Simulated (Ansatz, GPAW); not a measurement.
# Cutoff, mesh and smearing for a 8-layer slab of Sr(100)

How do cutoff, mesh, smearing and the dipole layer change the work function of a 8-layer slab of Sr(100)?

Calculated with GPAW 26.7.0 and Ansatz 0.2.0; Ansatz plane waves; slab in vacuum with a dipole correction, relaxation, in the first sound run; inputs show where later runs differ.

## Step 1: Starting point

The cell holds 8 atoms: 8 Sr. Cell: a = 4.299 Å, b = 4.299 Å, c = 35.280 Å, α = 90.0°, β = 90.0°, γ = 90.0°. Vacuum lies along c.

## Step 2: Relaxing the atoms

The atoms are relaxed first, since the surface dipole, and with it the work function, follows the positions of the outer layers. The lowest 4 atoms are held at bulk positions and keep their forces.

input.yaml reads:

```yaml
crystal:
  lattice:
    - [4.2992092296, 0.0, 0.0]
    - [0.0, 4.2992092296, 0.0]
    - [0.0, 0.0, 35.28]
  atoms:
    - { symbol: Sr, position: [0.5, 0.5, 0.1984126984] }
    - { symbol: Sr, position: [0.0, 0.0, 0.2845804989] }
    - { symbol: Sr, position: [0.5, 0.5, 0.3707482993] }
    - { symbol: Sr, position: [0.0, 0.0, 0.4569160998] }
    - { symbol: Sr, position: [0.5, 0.5, 0.5430839002] }
    - { symbol: Sr, position: [0.0, 0.0, 0.6292517007] }
    - { symbol: Sr, position: [0.5, 0.5, 0.7154195011] }
    - { symbol: Sr, position: [0.0, 0.0, 0.8015873016] }
kpoints:
  mp_grid: { grid: [7, 7, 1] }
hamiltonian:
  xc: pbe
scf:
  occupations: { method: fermi_dirac, width: 0.1 }
efield:
  axis: 3
  dipole_correction: true
  ramp_width: 0.05
relax:
  f_tol: 0.02
  max_steps: 60
  constraints: [{ sites: [0, 1, 2, 3] }]
output:
  write_potential: true
  write_density: true
  volumetric_format: npy
```

Launch:

```bash
> ansatz run input.yaml --threads 4 --pin off --max-ram 8192MiB --backend cpu --events-out ev --progress --plain --runs-dir out
```

Numbers of over 12 decimals in the logs are rounded to 6 here.

The program printed:

```text
Engine: ansatz 0.2.0, x86_64-unknown-linux-gnu
Pseudopotentials: kind: paw
Pseudopotential: Sr, paw, valence charge 10, recommended cutoff 420 eV (normal), Sr.paw.azcp
Functional definition: PBE
  parameter kappa = 0.804
  parameter beta = 0.066725
  exchange = pbe_x(kappa = kappa, mu = beta*pi^2/3)
  correlation = pbe_c(beta = beta)
Crystal: 8 atoms, lattice volume = 652.087 Å³
Basis set: ecut = 420 eV, 12693 PW (Γ), exchange–correlation on 60×60×480 points (8 copies of the dense FFT grid, shifted against one another)
Bands: 48, of which v1, the nominal top of the filled ones, is band 40 counted from 1 (39 counted from 0)
Symmetry: 8 space group operations
k-points: 10 of 49
Non-local potential: Sr, projectors of the file, l = 0: 3, l = 1: 2, l = 2: 2
PAW form: soft (Blöchl's): semilocal exchange-correlation on the pseudo side does not see the compensation charge
PAW one-centre angular grid: Sr, 110 points (default); XC on 64 Gauss nodes
Initial density: superposition of atomic densities (neutral atoms: chi_scale 0, normalization atom), corrected by the library's trained network
Initial wavefunctions: pseudopotential atomic-orbital guess
Functional: x = pbe(κ = 0.804, μ = 0.219515), c = pbe(β = 0.066725)
SCF iter   1: F=—  HF=-28353.276988 eV  |F-HF|=—  |Δ(HF+E_count)|=         —  Δρ=3.21e-3  dr2=7.98e0  ethr=1.77e-3  p=0.000 e·Å  D=6.87e-14 V/Å  ΔV_dip=-0.00 eV  dr2_dipole=4.00e-9  V_vac-E_F(+/−)=2.24/2.24 eV  ⟨swp⟩=16.0  Hψ=7054  notcnv=0
efield: sawtooth ramp at fractional position 0.9750 (placed from the atoms, in the widest stretch of the axis that holds none; the zero of the levels goes with the place), width 0.0500; the density the first Hamiltonian is built on has a dipole p = 0.000 e·Å; the dipole correction subtracts the counter field D = 6.87e-14 V/Å, which shifts the + side's vacuum level by -0.00 eV against the − side's; the planar-averaged density in the ramp window peaks in size at 1.5e-5 e/Å³
automatic band count: the SCF goes on with 56 bands, as 48 were too few: the levels above may hold too much charge
preconditioner: auto → LDOS  [metal: Δε(μ)=0.034 eV  Ē_g=2.174 eV  σ=0.100 eV  W_gap=0.08  n_scr=80 (ndim 8)  ℏωp=5.8 eV  f_vac=0.268  D(μ)=10.35/eV (n_scr^D=54)  β→1.0]
SCF iter   2: F=—  HF=-28353.144023 eV  |F-HF|=—  |Δ(HF+E_count)|=   1.33e-1  Δρ=8.87e-4  dr2=4.91e-2  ethr=1.77e-3  p=-0.000 e·Å  D=-6.55e-5 V/Å  ΔV_dip=0.00 eV  dr2_dipole=4.47e-4  V_vac-E_F(+/−)=2.51/2.50 eV  ⟨swp⟩=2.6  Hψ=674  notcnv=0
SCF iter   3: F=—  HF=-28353.144759 eV  |F-HF|=—  |Δ(HF+E_count)|=   7.36e-4  Δρ=5.51e-4  dr2=1.32e-2  ethr=6.14e-5  p=-0.000 e·Å  D=-6.76e-5 V/Å  ΔV_dip=0.00 eV  dr2_dipole=2.50e-4  V_vac-E_F(+/−)=2.53/2.53 eV  ⟨swp⟩=2.5  Hψ=875  notcnv=0
SCF iter   4: F=—  HF=-28353.144112 eV  |F-HF|=—  |Δ(HF+E_count)|=   6.47e-4  Δρ=1.27e-4  dr2=4.58e-4  ethr=1.64e-5  p=-0.000 e·Å  D=-1.27e-5 V/Å  ΔV_dip=0.00 eV  dr2_dipole=2.54e-5  V_vac-E_F(+/−)=2.54/2.54 eV  ⟨swp⟩=2.1  Hψ=678  notcnv=0
SCF iter   5: F=—  HF=-28353.144017 eV  |F-HF|=—  |Δ(HF+E_count)|=   9.52e-5  Δρ=3.79e-5  dr2=2.45e-5  ethr=5.73e-7  p=0.000 e·Å  D=3.21e-5 V/Å  ΔV_dip=-0.00 eV  dr2_dipole=1.12e-8  V_vac-E_F(+/−)=2.55/2.55 eV  ⟨swp⟩=2.0  Hψ=807  notcnv=0
SCF iter   6: F=-28353.144018 eV  HF=-28353.144020 eV  |F-HF|=1.64e-6  |Δ(HF+E_count)|=   2.95e-6  Δρ=1.71e-5  dr2=3.64e-6  ethr=1.25e-8  p=0.000 e·Å  D=1.40e-5 V/Å  ΔV_dip=-0.00 eV  dr2_dipole=1.07e-7  V_vac-E_F(+/−)=2.55/2.55 eV  ⟨swp⟩=13.6  Hψ=5884  notcnv=0
WARN: efield: at this solve's end the planar-averaged density reaches 3.67e-5 e/Å³ inside the ramp window [0.9467, 0.0533] (bound 1e-5 e/Å³); the window's nearer edge stands 5.12 Å from this solve's nearest atom along the axis. Its work functions, free energy, forces, stress, dipole, levels and responses can be off, and this figure does not tell by how much. A short vacuum, a low `basis.ecutwfc` or `basis.ecutrho_ratio` and negative occupations (`scf.occupations.method`) can put density there. See the manual's quickstart, § The vacuum guard
SCF 1 converged in 6 iterations: F = -28353.144018 eV  dr2 = 3.64e-6
  greatest PAW one-centre occupation: 0.988 electrons in one spin orbital (limit 2), on the Sr atom at site 0 (counted from 0), in its partial waves of l = 0
relax step   1: F+E_penalty+E_count = -28353.14401837 eV  Δ(F+E_penalty+E_count) = +0.000e0 eV  max|allowed force component| = 8.172e-2 eV/Å  Δτ_max = 0.0000 Å  (6 SCF iters, dr2 threshold 1.00e-5 eV, accepted)
Bands: 56, of which v1, the nominal top of the filled ones, is band 40 counted from 1 (39 counted from 0)
Initial density: handed on by an earlier stage of this run
Initial wavefunctions: those handed on with the density
iter 1 solved again at ethr=3.76e-5 eV; its pass at ethr=3.10e-3 eV (dr2=3.01e-2 eV) is discarded
SCF iter   1: F=—  HF=-28353.147739 eV  |F-HF|=—  |Δ(HF+E_count)|=         —  Δρ=3.96e-4  dr2=1.50e-2  ethr=3.76e-5  p=0.000 e·Å  D=1.40e-5 V/Å  ΔV_dip=-0.00 eV  dr2_dipole=3.09e-7  V_vac-E_F(+/−)=2.55/2.55 eV  ⟨swp⟩=2.1  Hψ=1767  notcnv=0
efield: sawtooth ramp at fractional position 0.9750 (handed on by an earlier solve), width 0.0500; the density the first Hamiltonian is built on has a dipole p = 0.000 e·Å; the dipole correction subtracts the counter field D = 1.40e-5 V/Å, which shifts the + side's vacuum level by -0.00 eV against the − side's; the planar-averaged density in the ramp window peaks in size at 3.7e-5 e/Å³
preconditioner: auto → LDOS  [metal: Δε(μ)=0.031 eV  Ē_g=2.231 eV  σ=0.100 eV  W_gap=0.08  n_scr=80 (ndim 8)  ℏωp=5.8 eV  f_vac=0.268  D(μ)=10.27/eV (n_scr^D=54)  β→1.0]
SCF iter   2: F=—  HF=-28353.147239 eV  |F-HF|=—  |Δ(HF+E_count)|=   4.99e-4  Δρ=1.16e-4  dr2=5.35e-4  ethr=1.87e-5  p=0.004 e·Å  D=1.09e-3 V/Å  ΔV_dip=-0.04 eV  dr2_dipole=1.72e-4  V_vac-E_F(+/−)=2.51/2.55 eV  ⟨swp⟩=1.0  Hψ=560  notcnv=0
SCF iter   3: F=—  HF=-28353.147230 eV  |F-HF|=—  |Δ(HF+E_count)|=   9.86e-6  Δρ=4.87e-5  dr2=6.21e-5  ethr=6.69e-7  p=0.001 e·Å  D=3.94e-4 V/Å  ΔV_dip=-0.01 eV  dr2_dipole=1.11e-7  V_vac-E_F(+/−)=2.53/2.55 eV  ⟨swp⟩=2.0  Hψ=919  notcnv=0
SCF iter   4: F=—  HF=-28353.147098 eV  |F-HF|=—  |Δ(HF+E_count)|=   1.32e-4  Δρ=2.63e-5  dr2=1.54e-5  ethr=7.76e-8  p=0.001 e·Å  D=2.42e-4 V/Å  ΔV_dip=-0.01 eV  dr2_dipole=2.71e-6  V_vac-E_F(+/−)=2.54/2.55 eV  ⟨swp⟩=2.0  Hψ=938  notcnv=0
SCF iter   5: F=—  HF=-28353.147097 eV  |F-HF|=—  |Δ(HF+E_count)|=   1.26e-6  Δρ=6.48e-6  dr2=2.14e-6  ethr=1.93e-8  p=0.001 e·Å  D=1.70e-4 V/Å  ΔV_dip=-0.01 eV  dr2_dipole=1.08e-6  V_vac-E_F(+/−)=2.54/2.55 eV  ⟨swp⟩=2.0  Hψ=723  notcnv=0
SCF iter   6: F=-28353.147097 eV  HF=-28353.147097 eV  |F-HF|=3.53e-8  |Δ(HF+E_count)|=   1.71e-7  Δρ=2.64e-6  dr2=6.26e-8  ethr=5.22e-10  p=0.000 e·Å  D=1.29e-4 V/Å  ΔV_dip=-0.00 eV  dr2_dipole=8.96e-10  V_vac-E_F(+/−)=2.54/2.55 eV  ⟨swp⟩=12.1  Hψ=4560  notcnv=0
WARN: efield: at this solve's end the planar-averaged density reaches 3.67e-5 e/Å³ inside the ramp window [0.9467, 0.0533] (bound 1e-5 e/Å³); the window's nearer edge stands 5.12 Å from this solve's nearest atom along the axis. Its work functions, free energy, forces, stress, dipole, levels and responses can be off, and this figure does not tell by how much. A short vacuum, a low `basis.ecutwfc` or `basis.ecutrho_ratio` and negative occupations (`scf.occupations.method`) can put density there. See the manual's quickstart, § The vacuum guard
SCF 2 converged in 6 iterations: F = -28353.147097 eV  dr2 = 6.26e-8
  greatest PAW one-centre occupation: 0.988 electrons in one spin orbital (limit 2), on the Sr atom at site 7 (counted from 0), in its partial waves of l = 0
relax step   2: F+E_penalty+E_count = -28353.14709664 eV  Δ(F+E_penalty+E_count) = -3.078e-3 eV  max|allowed force component| = 5.367e-2 eV/Å  Δτ_max = 0.0644 Å  (6 SCF iters, dr2 threshold 4.17e-7 eV, accepted)
SCF iter   1: F=—  HF=-28353.147773 eV  |F-HF|=—  |Δ(HF+E_count)|=         —  Δρ=9.79e-4  dr2=1.70e-1  ethr=1.30e-3  p=0.000 e·Å  D=1.29e-4 V/Å  ΔV_dip=-0.00 eV  dr2_dipole=2.80e-2  V_vac-E_F(+/−)=2.55/2.56 eV  ⟨swp⟩=6.4  Hψ=1706  notcnv=0
efield: sawtooth ramp at fractional position 0.9750 (handed on by an earlier solve), width 0.0500; the density the first Hamiltonian is built on has a dipole p = 0.000 e·Å; the dipole correction subtracts the counter field D = 1.29e-4 V/Å, which shifts the + side's vacuum level by -0.00 eV against the − side's; the planar-averaged density in the ramp window peaks in size at 3.7e-5 e/Å³
preconditioner: auto → LDOS  [metal: Δε(μ)=0.022 eV  Ē_g=2.239 eV  σ=0.100 eV  W_gap=0.06  n_scr=80 (ndim 8)  ℏωp=5.8 eV  f_vac=0.273  D(μ)=10.22/eV (n_scr^D=54)  β→1.0]
SCF iter   2: F=—  HF=-28353.150256 eV  |F-HF|=—  |Δ(HF+E_count)|=   2.48e-3  Δρ=3.82e-4  dr2=5.13e-2  ethr=2.12e-4  p=0.005 e·Å  D=1.29e-3 V/Å  ΔV_dip=-0.05 eV  dr2_dipole=3.57e-2  V_vac-E_F(+/−)=2.50/2.55 eV  ⟨swp⟩=1.2  Hψ=653  notcnv=0
SCF iter   3: F=—  HF=-28353.149765 eV  |F-HF|=—  |Δ(HF+E_count)|=   4.91e-4  Δρ=1.48e-4  dr2=3.25e-3  ethr=6.42e-5  p=0.003 e·Å  D=8.05e-4 V/Å  ΔV_dip=-0.03 eV  dr2_dipole=1.77e-3  V_vac-E_F(+/−)=2.52/2.55 eV  ⟨swp⟩=1.1  Hψ=561  notcnv=0
SCF iter   4: F=—  HF=-28353.149924 eV  |F-HF|=—  |Δ(HF+E_count)|=   1.59e-4  Δρ=6.72e-5  dr2=4.05e-4  ethr=4.06e-6  p=0.002 e·Å  D=6.23e-4 V/Å  ΔV_dip=-0.02 eV  dr2_dipole=2.00e-4  V_vac-E_F(+/−)=2.53/2.55 eV  ⟨swp⟩=2.0  Hψ=619  notcnv=0
SCF iter   5: F=—  HF=-28353.149919 eV  |F-HF|=—  |Δ(HF+E_count)|=   5.48e-6  Δρ=2.11e-5  dr2=8.67e-5  ethr=5.06e-7  p=0.002 e·Å  D=4.75e-4 V/Å  ΔV_dip=-0.02 eV  dr2_dipole=5.07e-5  V_vac-E_F(+/−)=2.53/2.55 eV  ⟨swp⟩=1.9  Hψ=589  notcnv=0
SCF iter   6: F=—  HF=-28353.149774 eV  |F-HF|=—  |Δ(HF+E_count)|=   1.45e-4  Δρ=4.73e-6  dr2=5.87e-7  ethr=1.08e-7  p=0.001 e·Å  D=3.54e-4 V/Å  ΔV_dip=-0.01 eV  dr2_dipole=7.20e-10  V_vac-E_F(+/−)=2.53/2.55 eV  ⟨swp⟩=1.8  Hψ=601  notcnv=0
SCF iter   7: F=—  HF=-28353.149774 eV  |F-HF|=—  |Δ(HF+E_count)|=   2.99e-7  Δρ=1.62e-6  dr2=2.58e-7  ethr=1.25e-10  p=0.001 e·Å  D=3.49e-4 V/Å  ΔV_dip=-0.01 eV  dr2_dipole=1.30e-7  V_vac-E_F(+/−)=2.54/2.55 eV  ⟨swp⟩=12.5  Hψ=4630  notcnv=0
SCF iter   8: F=-28353.149774 eV  HF=-28353.149774 eV  |F-HF|=4.73e-8  |Δ(HF+E_count)|=   4.53e-9  Δρ=6.85e-7  dr2=3.60e-8  ethr=1.25e-10  p=0.001 e·Å  D=3.47e-4 V/Å  ΔV_dip=-0.01 eV  dr2_dipole=1.62e-8  V_vac-E_F(+/−)=2.54/2.55 eV  ⟨swp⟩=9.6  Hψ=4116  notcnv=0
WARN: efield: at this solve's end the planar-averaged density reaches 3.68e-5 e/Å³ inside the ramp window [0.9467, 0.0533] (bound 1e-5 e/Å³); the window's nearer edge stands 5.12 Å from this solve's nearest atom along the axis. Its work functions, free energy, forces, stress, dipole, levels and responses can be off, and this figure does not tell by how much. A short vacuum, a low `basis.ecutwfc` or `basis.ecutrho_ratio` and negative occupations (`scf.occupations.method`) can put density there. See the manual's quickstart, § The vacuum guard
SCF 3 converged in 8 iterations: F = -28353.149774 eV  dr2 = 3.60e-8
relax step   3: F+E_penalty+E_count = -28353.14977398 eV  Δ(F+E_penalty+E_count) = -2.677e-3 eV  max|allowed force component| = 5.804e-3 eV/Å  Δτ_max = 0.1602 Å  (8 SCF iters, accepted)
NSCF: frozen V_eff on 10 k-points
the band table was solved once a step of the walk had ended and its energy, with any forces and stress, was formed, with the checks that follow a solve (3208 applications of the Hamiltonian). They found nothing against the state; the energy, forces and stress were not computed again (output.eigenvalues in the input reference)
WARN: The output density's exchange-correlation potential varies sharply where the density is thin. Do not read a vacuum level from v_tot or v_xc, or from such a field of the output density. On a cell that repeats whose density bears no net charge and no dipole along the vacuum's axis use v_es (v_loc + v_h of the components); under efield.dipole_correction with no amplitude use v_es + v_field, which holds any externa [...]
SCF converged after 8 iterations
Free energy (F): -28353.149774 eV
Harris-Foulkes:  -28353.149774 eV  (|F-HF|=4.73e-8)
Internal energy: -28352.808789 eV  (E = F + TS)
E sigma→0 (E₀):  -28352.979281 eV
Entropy (-TS):   -0.340985 eV (-42.623 meV/atom)
Fermi energy:    2.662646 eV
Dipole field:    D = 0.000442 V/Å  (p = 0.001593 e·Å, saw-weighted, corrected)
Work function:   Φ+ = 2.5331 eV   Φ− = 2.5488 eV
Levels:          The Fermi level and band energies are counted from a zero that moves with the ramp; work functions are not
Vacuum region:   at the solve's end the planar-averaged density reaches 3.68e-5 e/Å³ inside the ramp window [0.9467, 0.0533] (bound 1e-5 e/Å³)
--- Per-component energies (eV) ---
  E_band       = -1289.756790
  E_kinetic    = 1928.547605
  E_local      = -25175.446466  (includes V_loc(G=0)·N_el)
  E_nonlocal   = 1623.043339
  E_hartree    = 10965.703445
  E_xc         = -1368.028319
  E_vxc        = -1271.571161  (∫ρ·V_xc dr)
  E_paw        = -21557.733406  (= ΣΔE_a)
  E_vpaw       = -325.725459  (= ΣTr[D̂ρ^β])
  E_aug_tail   = -0.000009  (compensation charges beyond the density's cutoff)
  E_efield     = 0.000000  (sawtooth field / dipole correction)
  E_vefield    = 0.001962  (∫n·V_field dr)
  E_ewald      = 5231.105022
  E_smearing   = -0.340985  (= −TS)
  E_closure    = 0.000000  (closes the sum)
  Σ components = -28353.149774   (vs F -28353.149774, Δ=0.00e0)
--- Forces (eV/Å), atoms counted from 1 ---
  atom   1  Sr     0.00000000     0.00000000     0.08184338
  atom   2  Sr     0.00000000     0.00000000    -0.05885449
  atom   3  Sr    -0.00000000     0.00000000     0.00012123
  atom   4  Sr     0.00000000     0.00000000    -0.01942590
  atom   5  Sr     0.00000000     0.00000000    -0.00160055
  atom   6  Sr     0.00000000     0.00000000    -0.00133100
  atom   7  Sr     0.00000000     0.00000000    -0.00580355
  atom   8  Sr    -0.00000000     0.00000000     0.00502986
  max |Σ_I F_I| component: 2.10e-5 eV/Å
--- Band table (eV; the first three rows and the last of 10) ---
  k-point 0: bands = [... 36 lower, 0.5313, 1.0802, 1.5784, 1.9386, 3.0535, 3.1254, 3.1470, 3.1540, ... 12 higher]
  k-point 1: bands = [... 36 lower, 0.7112, 1.2539, 1.7537, 2.1222, 3.0543, 3.1304, 3.2095, 3.2361, ... 12 higher]
  k-point 2: bands = [... 36 lower, 1.1775, 1.6807, 2.1739, 2.5954, 2.7289, 2.8254, 2.9795, 3.1844, ... 12 higher]
  k-point 9: bands = [... 36 lower, 2.3672, 2.5450, 2.5892, 2.7145, 3.0352, 3.0495, 3.0629, 3.1151, ... 12 higher]
--- Relaxed structure (3 steps of the walk, 3 accepted, 0 SCFs on fresh bases) ---
  F+E_penalty+E_count = -28353.14977398 eV   max|allowed force component| = 5.804e-3 eV/Å
  atoms:
    - { symbol: Sr, position: [0.5, 0.5, 0.198413] }
    - { symbol: Sr, position: [0.0, 0.0, 0.2845804989] }
    - { symbol: Sr, position: [0.5, 0.5, 0.370748] }
    - { symbol: Sr, position: [0.0, 0.0, 0.4569160998] }
    - { symbol: Sr, position: [0.5, 0.5, 0.542101] }
    - { symbol: Sr, position: [0, 0.0, 0.627272] }
    - { symbol: Sr, position: [0.5, 0.5, 0.712170] }
    - { symbol: Sr, position: [0, 0.0, 0.795221] }
```

It took 18 s on 4 threads of Intel Xeon Platinum 8488C (Sapphire Rapids), shared host; peak memory 1.2 GiB; 69 s of CPU time.

Step by step:

```csv
step,energy less that of the first step (eV),largest force component (eV/Å)
1,0.0000,0.0817
2,-0.0031,0.0537
3,-0.0058,0.0058
```

The run keeps the 8 symmetry operations that it works with, so distortions that break them were not tested.

The atoms that moved most (Å):

```csv
atom,dx,dy,dz,length
Sr8,0.000,0.000,-0.225,0.225
Sr7,0.000,0.000,-0.115,0.115
Sr6,0.000,0.000,-0.070,0.070
Sr5,0.000,0.000,-0.035,0.035
```

Final coordinates:

```cif
data_structure
_symmetry_space_group_name_H-M 'P 1'
_symmetry_Int_Tables_number 1
_cell_length_a 4.2992
_cell_length_b 4.2992
_cell_length_c 35.2800
_cell_angle_alpha 90.000
_cell_angle_beta 90.000
_cell_angle_gamma 90.000
_cell_volume 652.09
loop_
_atom_site_label
_atom_site_type_symbol
_atom_site_fract_x
_atom_site_fract_y
_atom_site_fract_z
_atom_site_occupancy
Sr1 Sr 0.50000 0.50000 0.19841 1
Sr2 Sr 0.00000 0.00000 0.28458 1
Sr3 Sr 0.50000 0.50000 0.37075 1
Sr4 Sr 0.00000 0.00000 0.45692 1
Sr5 Sr 0.50000 0.50000 0.54210 1
Sr6 Sr 0.00000 0.00000 0.62727 1
Sr7 Sr 0.50000 0.50000 0.71217 1
Sr8 Sr 0.00000 0.00000 0.79522 1
```

Numbers from this step:

```
free energy             : -28353.1498 eV
smearing term TS        : 0.3410 eV
symmetry operations     : 8
upper work function     : 2.533 eV
lower work function     : 2.549 eV
dipole along the normal : 0.001593 e·Å
dipole field            : 4.42e-4 V/Å
vacuum level above      : 5.196 eV
vacuum level below      : 5.211 eV
```

The electrostatic potential energy of an electron (with the applied field's), less the Fermi level, planar mean oscillates, so the rows of the table below give means over windows of 3.01 Å about each position, cut where the curve ends. Its maxima inside the range that stand out by 2 % of the span (Å: eV): 8.5: 0.827, 11.6: 0.745, 14.6: 0.743, 17.6: 0.679, 20.6: 0.662, 23.7: 0.644, 26.6: 0.561. Its minima: 7.1: -12.2, 10.0: -11.9, 13.1: -12.0, 16.2: -11.9, 19.1: -12.0, 22.2: -11.9, 25.1: -11.9, 28.1: -12.3.

Electrostatic potential energy of an electron (with the applied field's), less the Fermi level, planar mean against z; means over each step:

```csv
z (Å),"electrostatic potential energy of an electron (with the applied field's), less the Fermi level, planar mean (eV)"
1.50,2.54
4.51,1.84
7.52,-4.14
10.54,-3.93
13.54,-3.98
16.55,-3.99
19.56,-4.00
22.57,-4.01
25.58,-4.00
28.59,-3.94
31.60,2.42
34.62,2.54
```

The valence density, planar mean oscillates, so the rows of the table below give means over windows of 2.94 Å about each position, cut where the curve ends. Its maxima inside the range that stand out by 2 % of the span (Å: e/Å³): 7.1: 0.359, 10.0: 0.359, 13.1: 0.359, 16.2: 0.359, 19.1: 0.360, 22.2: 0.359, 25.1: 0.360, 28.1: 0.360. Its minima: 8.5: 0.0464, 11.6: 0.0449, 14.6: 0.0449, 17.6: 0.0459, 20.6: 0.0459, 23.7: 0.0458, 26.6: 0.0500.

The valence density, planar mean by z; means over each step:

```csv
z (Å),"valence density, planar mean (e/Å³)"
1.47,6.0e-5
4.41,0.00826
7.35,0.180
10.29,0.182
13.23,0.182
16.17,0.183
19.11,0.183
22.05,0.183
24.99,0.184
27.93,0.180
30.87,0.00559
33.81,4.1e-5
```

The relaxation lowered the energy of the cell by 0.00576 eV.

[end of part 1 of 2]

[Logs are printed without paths, hosts, clocks, repeated set-up lines and the standing remarks that a program may print on its own settings, such as how far it seeks lower states.]

[Hosts, paths, dates, database ids (printed as entryN), source tags and the programs' standing remarks are cut or masked in the printed files.]
